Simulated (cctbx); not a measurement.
# Symmetry from intensities

Cell: a = 15.5760 Å, b = 4.1950 Å, c = 15.9850 Å, α = 90.00°, β = 102.58°, γ = 90.00°. Expected content of the cell: Pt2 Os8 Er12 Ga34.

The data are simulated with cctbx, not measured: Ag Kα, λ = 0.56087 Å, to d = 0.7 Å, 80 % of the full sphere, strongest reflection 20000 counts, noise from counting, a 6 % proportional error and a noise floor of 4 counts (s.d.); no absorption, some extinction.

A first pass over the reflections prints:

```text
9856 reflections to d = 0.700 A
centring   violations  <I/sigma> of those
    A       1376 of  4914      2.5
    B       1376 of  4948      2.5
    C          0 of  4916     -0.0
    I       1735 of  4885      3.9
    R       2323 of  6571      3.9
    F       1376 of  7389      1.7
Laue class    unique    Rint  (classes that these axes allow; Friedel mates merged)
C 1 2/m 1        1734   0.049
space group    extra absences  I>4sigma  <I/sigma>
C 1 2 1                 0          0         -  acentric
C 1 m 1                 0          0         -  acentric
C 1 2/m 1               0          0         -  centric
Wilson B = 0.19 A^2   <|E^2-1|> = 1.087 (0.968 centric, 0.736 acentric)   E^2>4: 5.4 %
shell (A)         n   <I/sigma>
15.61 - 1.40    240     12.6
 1.40 - 1.11    224     13.1
 1.11 - 0.97    216     12.0
 0.97 - 0.88    210     12.5
 0.88 - 0.82    210     11.8
 0.82 - 0.77    225     11.3
 0.77 - 0.73    197     10.6
 0.73 - 0.70    212     12.8
```

**Question.** What are the lattice type, the Laue class and the likely space group?

The reflections that C centring forbids are absent (⟨I/σ⟩ near 0), so the lattice is C.

Only C 1 2/m 1 fits these axes (Rint 0.049); a search for a hidden higher lattice was not made.

3 settings pass the absence test. No glide or screw absences show, which leaves C 1 2 1, C 1 m 1 and C 1 2/m 1.

⟨|E²−1|⟩ = 1.087 leans to a centrosymmetric structure. The Wilson B of 0.19 Å² means U ≈ 0.0024 Å².

The true group is C2/m (no. 12), Laue class 2/m, centrosymmetric. The tables only narrow the choice to the tied entries; cell content, site symmetry and trial solutions must settle it.

The model was made for the exercise: a known structure type with other elements put in, its volume estimated, not relaxed; displacement parameters are assumed.

[Logs are printed without paths, hosts, clocks, repeated set-up lines and the standing remarks that a program may print on its own settings, such as how far it seeks lower states.]
